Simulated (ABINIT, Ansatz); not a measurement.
# Cs2NaAlH6 (Fm-3m): G0W0 on several meshes in ABINIT

Wanted: mesh dependence and cost of G0W0 for Cs2NaAlH6 (Fm-3m).

Program: ABINIT 10.8.3. Level of theory: LDA and many-body steps on it, plane waves. Results are calculated unless marked as measured.

Report form: the programs' logs are mostly left out.

**1. Starting point**

Symmetry: Fm-3m, No. 225, cubic system. Conventional cell: a = 8.626 Å, b = 8.626 Å, c = 8.626 Å, α = 90.00°, β = 90.00°, γ = 90.00°. Cs has 12 H at 3.07 Å nearest. Na has 6 H at 2.51 Å nearest. Nearest to Al lie 6 H at 1.80 Å. H has 1 Al at 1.80 Å and 1 Na at 2.51 Å and 4 H at 2.55 Å and 4 Cs at 3.07 Å nearest. Farther neighbours are not listed.

The cell and positions are those that the Materials Project relaxed with its own functionals (PBE, PBE+U or r2SCAN), kept fixed. Spin-orbit coupling is left out unless a step names it.

**2. Empty states on the mesh, 2×2×2 mesh, 304 bands**

This step: ABINIT 10.8.3; DFT, LDA, plane waves, norm-conserving pseudopotentials.

The sums over transitions need many empty states on a uniform mesh; this step solves for them.

run.abi

```
acell 3*1.0 Angstrom
rprim 
  -0.000000000000 4.312959000000 4.312959000000
  4.312959000000 -0.000000000000 4.312959000000
  4.312959000000 4.312959000000 -0.000000000000
ntypat 4
znucl 55 11 13 1
natom 10
typat 1 1 2 3 4 4 4 4 4 4
xred 
  0.250000000000 0.250000000000 0.250000000000
  0.750000000000 0.750000000000 0.750000000000
  0.500000000000 0.500000000000 0.500000000000
  -0.000000000000 -0.000000000000 0.000000000000
  0.208755000000 0.791245000000 0.791245000000
  0.208755000000 0.791245000000 0.208755000000
  0.791245000000 0.208755000000 0.791245000000
  0.791245000000 0.791245000000 0.208755000000
  0.208755000000 0.208755000000 0.791245000000
  0.791245000000 0.208755000000 0.208755000000
pp_dirpath "pseudos"
pseudos "Cs.upf, Na.upf, Al.upf, H.upf"
ecut 38
ngkpt 2 2 2
nshiftk 1
shiftk 0 0 0
kptopt 1
chksymbreak 0
iscf -2
irdden 1
istwfk *1
nband 304
nbdbuf 26
tolwfr 1e-09
nstep 60
prtvol 0
indata_prefix "in"
outdata_prefix "out"
tmpdata_prefix "tmp"
```

On the command line:

```sh
> OMP_NUM_THREADS=1 mpirun -n 4 abinit run.abi > log
```

Elapsed: 6 min, on 4 MPI ranks of Arm Neoverse N1, shared host; peak memory 0.68 GiB; 24 min of CPU time.

This step gave:

```yaml
gap: 1.756 eV
k_of_the_valence_top: 0.5, 0.5, 0
k_of_the_conduction_bottom: 0, 0, 0
least_direct_gap: 2.221 eV
k_points_computed: 3
lowest_point_of_the_top_converged_band_above_the_valence_top: 70.9311 eV
```

On this mesh the gap is 1.756 eV.

The density comes from a self-consistent run that is not shown.

**3. Screening, 2×2×2 mesh, 124 bands, screening to 114.3 eV**

The RPA dielectric matrix is built and inverted for each q.

This step: RPA screening on LDA, plane waves, norm-conserving pseudopotentials.

run.abi, as its differences from that of step 2:

```diff
@@ -28,10 +28,11 @@
 chksymbreak 0
-iscf -2
-irdden 1
 istwfk *1
-nband 304
-nbdbuf 26
-tolwfr 1e-09
-nstep 60
-prtvol 0
+occopt 1
+irdwfk 1
+optdriver 3
+nband 124
+ecuteps 4.2
+inclvkb 2
+awtr 1
+symchi 1
 indata_prefix "in"
```

Run time: 57 s. Hardware: 4 MPI ranks; peak memory 2.2 GiB; 3.8 min of CPU time.

Numbers from this step:

```yaml
eps_infinity_with_local_fields_on_this_mesh_along_the_program_s_q_direction: 4.382
the_same_without_local_fields: 5.038
plasma_frequency: 17.59 eV
plane_waves_in_the_screening_matrix: 459
```

Local fields lower ε∞ by 13 %. On a Γ-centred mesh this coarse the value itself is usually too large, while a short band sum pulls it down.

**4. 2×2×2**

The self-energy is evaluated for the states that the input lists, and the levels follow from it, in one-shot runs by the linearised quasiparticle equation.

This step: G0W0 on LDA, plane waves, norm-conserving pseudopotentials.

run.abi, as its differences from that of step 3:

```diff
@@ -31,8 +31,17 @@
 irdwfk 1
-optdriver 3
+optdriver 4
 nband 124
+gwcalctyp 0
+ecutsigx 38
+symsigma 1
+nkptgw 2
+kptgw 
+  0.5000000000 0.5000000000 0.0000000000
+  0.0000000000 0.0000000000 0.0000000000
+bdgw 
+  17 20
+  17 22
 ecuteps 4.2
-inclvkb 2
-awtr 1
-symchi 1
+irdscr 1
+ppmodel 1
 indata_prefix "in"
```

It took 28 s on 4 MPI ranks; peak memory 1.5 GiB.

This step gave:

```yaml
g0w0_gap_on_the_points_computed: 3.554 eV
starting_gap_on_the_mesh: 1.756 eV
k_of_the_valence_top: 0.5, 0.5, 0
k_of_the_conduction_bottom: 0, 0, 0
z_at_the_valence_top: 0.788
z_at_the_conduction_bottom: 0.83
least_direct_g0w0_gap_on_the_computed_points: 3.979 eV
```

The gap on the mesh goes from 1.76 eV to 3.55 eV, a correction of +1.80 eV.

**5. Empty states on the mesh, 4×4×4 mesh, 136 bands**

This step: DFT, LDA, plane waves, norm-conserving pseudopotentials.

run.abi, as its differences from that of step 4:

```diff
@@ -23,3 +23,3 @@
 ecut 38
-ngkpt 2 2 2
+ngkpt 4 4 4
 nshiftk 1
@@ -28,20 +28,10 @@
 chksymbreak 0
+iscf -2
+irdden 1
 istwfk *1
-occopt 1
-irdwfk 1
-optdriver 4
-nband 124
-gwcalctyp 0
-ecutsigx 38
-symsigma 1
-nkptgw 2
-kptgw 
-  0.5000000000 0.5000000000 0.0000000000
-  0.0000000000 0.0000000000 0.0000000000
-bdgw 
-  17 20
-  17 22
-ecuteps 4.2
-irdscr 1
-ppmodel 1
+nband 136
+nbdbuf 12
+tolwfr 1e-09
+nstep 60
+prtvol 0
 indata_prefix "in"
```

The job ended after 3.7 min (4 MPI ranks; peak memory 0.64 GiB).

This step gave:

```
gap                                                           : 1.756 eV
k of the valence top                                          : 0.5, 0.5, 0
k of the conduction bottom                                    : 0, 0, 0
least direct gap                                              : 2.221 eV
k points computed                                             : 8
lowest point of the top converged band, above the valence top : 35.11 eV
```

On this mesh the gap is 1.756 eV.

**6. Screening, 4×4×4 mesh, 124 bands, screening to 114.3 eV**

This step: RPA screening on LDA, plane waves, norm-conserving pseudopotentials.

run.abi, as its differences from that of step 5:

```diff
@@ -28,10 +28,11 @@
 chksymbreak 0
-iscf -2
-irdden 1
 istwfk *1
-nband 136
-nbdbuf 12
-tolwfr 1e-09
-nstep 60
-prtvol 0
+occopt 1
+irdwfk 1
+optdriver 3
+nband 124
+ecuteps 4.2
+inclvkb 2
+awtr 1
+symchi 1
 indata_prefix "in"
```

The job ended after 8.2 min (4 MPI ranks; peak memory 3.7 GiB; 33 min of CPU time).

This step gave:

| Item | Value |
| --- | --- |
| ε∞ with local fields, on this mesh, along the program's q direction | 3.658 |
| the same without local fields | 4.234 |
| plasma frequency | 17.59 eV |
| plane waves in the screening matrix | 459 |

**7. 4×4×4**

This step: G0W0 on LDA, plane waves, norm-conserving pseudopotentials.

run.abi, as its differences from that of step 6:

```diff
@@ -31,8 +31,17 @@
 irdwfk 1
-optdriver 3
+optdriver 4
 nband 124
+gwcalctyp 0
+ecutsigx 38
+symsigma 1
+nkptgw 2
+kptgw 
+  0.5000000000 0.5000000000 0.0000000000
+  0.0000000000 0.0000000000 0.0000000000
+bdgw 
+  17 20
+  17 22
 ecuteps 4.2
-inclvkb 2
-awtr 1
-symchi 1
+irdscr 1
+ppmodel 1
 indata_prefix "in"
```

It took 72 s on 4 MPI ranks; peak memory 2.8 GiB.

This step gave:

```yaml
g0w0_gap_on_the_points_computed: 3.634 eV
starting_gap_on_the_mesh: 1.756 eV
k_of_the_valence_top: 0.5, 0.5, 0
k_of_the_conduction_bottom: 0, 0, 0
z_at_the_valence_top: 0.784
z_at_the_conduction_bottom: 0.828
least_direct_g0w0_gap_on_the_computed_points: 4.085 eV
```

Against G0W0 in ABINIT (2×2×2 mesh, 124 bands, screening to 114.3 eV, Godby-Needs plasmon pole), the gap moves by +0.080 eV.

**8. Side by side**

Times are wall times on 4 MPI ranks of Arm Neoverse N1, shared host, good to a factor of about two. A run's time includes the screening step that it read.

```
  run   mesh  bands  screening cutoff (eV)  DFT gap (eV)  gap on the mesh (eV)  direct (eV)  ε∞ used     time
2×2×2  2×2×2    124                  114.3         1.756                 3.554        3.979     4.38     85 s
4×4×4  4×4×4    124                  114.3         1.756                 3.634        4.085     3.66  9.4 min
```

**9. Summary of results**

| Quantity | Value |
| --- | --- |
| 2×2×2 | 3.554 eV |
| 4×4×4 | 3.634 eV |
| known limits | not at the basis limit; no spin-orbit coupling; coarse k mesh |

In words: 4×4×4: +0.080 eV against 2×2×2. Bands and cutoff are finite, so the gap is not at the basis limit. The miss can reach some tenths of an eV and take either sign; the mesh is an error of its own. In the G0W0 runs levels were corrected at 2 k points alone, so a gap called «on the mesh» is the least over those, and an edge elsewhere would be missed. The 2×2×2 mesh is coarse for this cell, which bears on the long-range parts of exchange and screening. The many-body steps are scalar-relativistic: spin-orbit coupling is not in them.

[Paths, hosts, dates, memory and timing lines, banners, echoed tables and standing remarks are left out of the program output.]

[Logs are printed without paths, hosts, clocks, repeated set-up lines and the standing remarks that a program may print on its own settings, such as how far it seeks lower states.]

[Runs of the session that timed out or met a known fault of the program may be left out.]

[Hosts, paths, dates, database ids (printed as entryN), source tags and the programs' standing remarks are cut or masked in the printed files.]

[G0W0 gaps are taken among the corrected bands and points alone; a level outside them can change the order at an edge.]

[Where Ansatz stands beside ABINIT at settings called matched, ABINIT's density can come from a denser mesh and the files from another edition; pairs whose starting gaps differed by over 0.03 eV were left out, so agreement reads better than it is.]
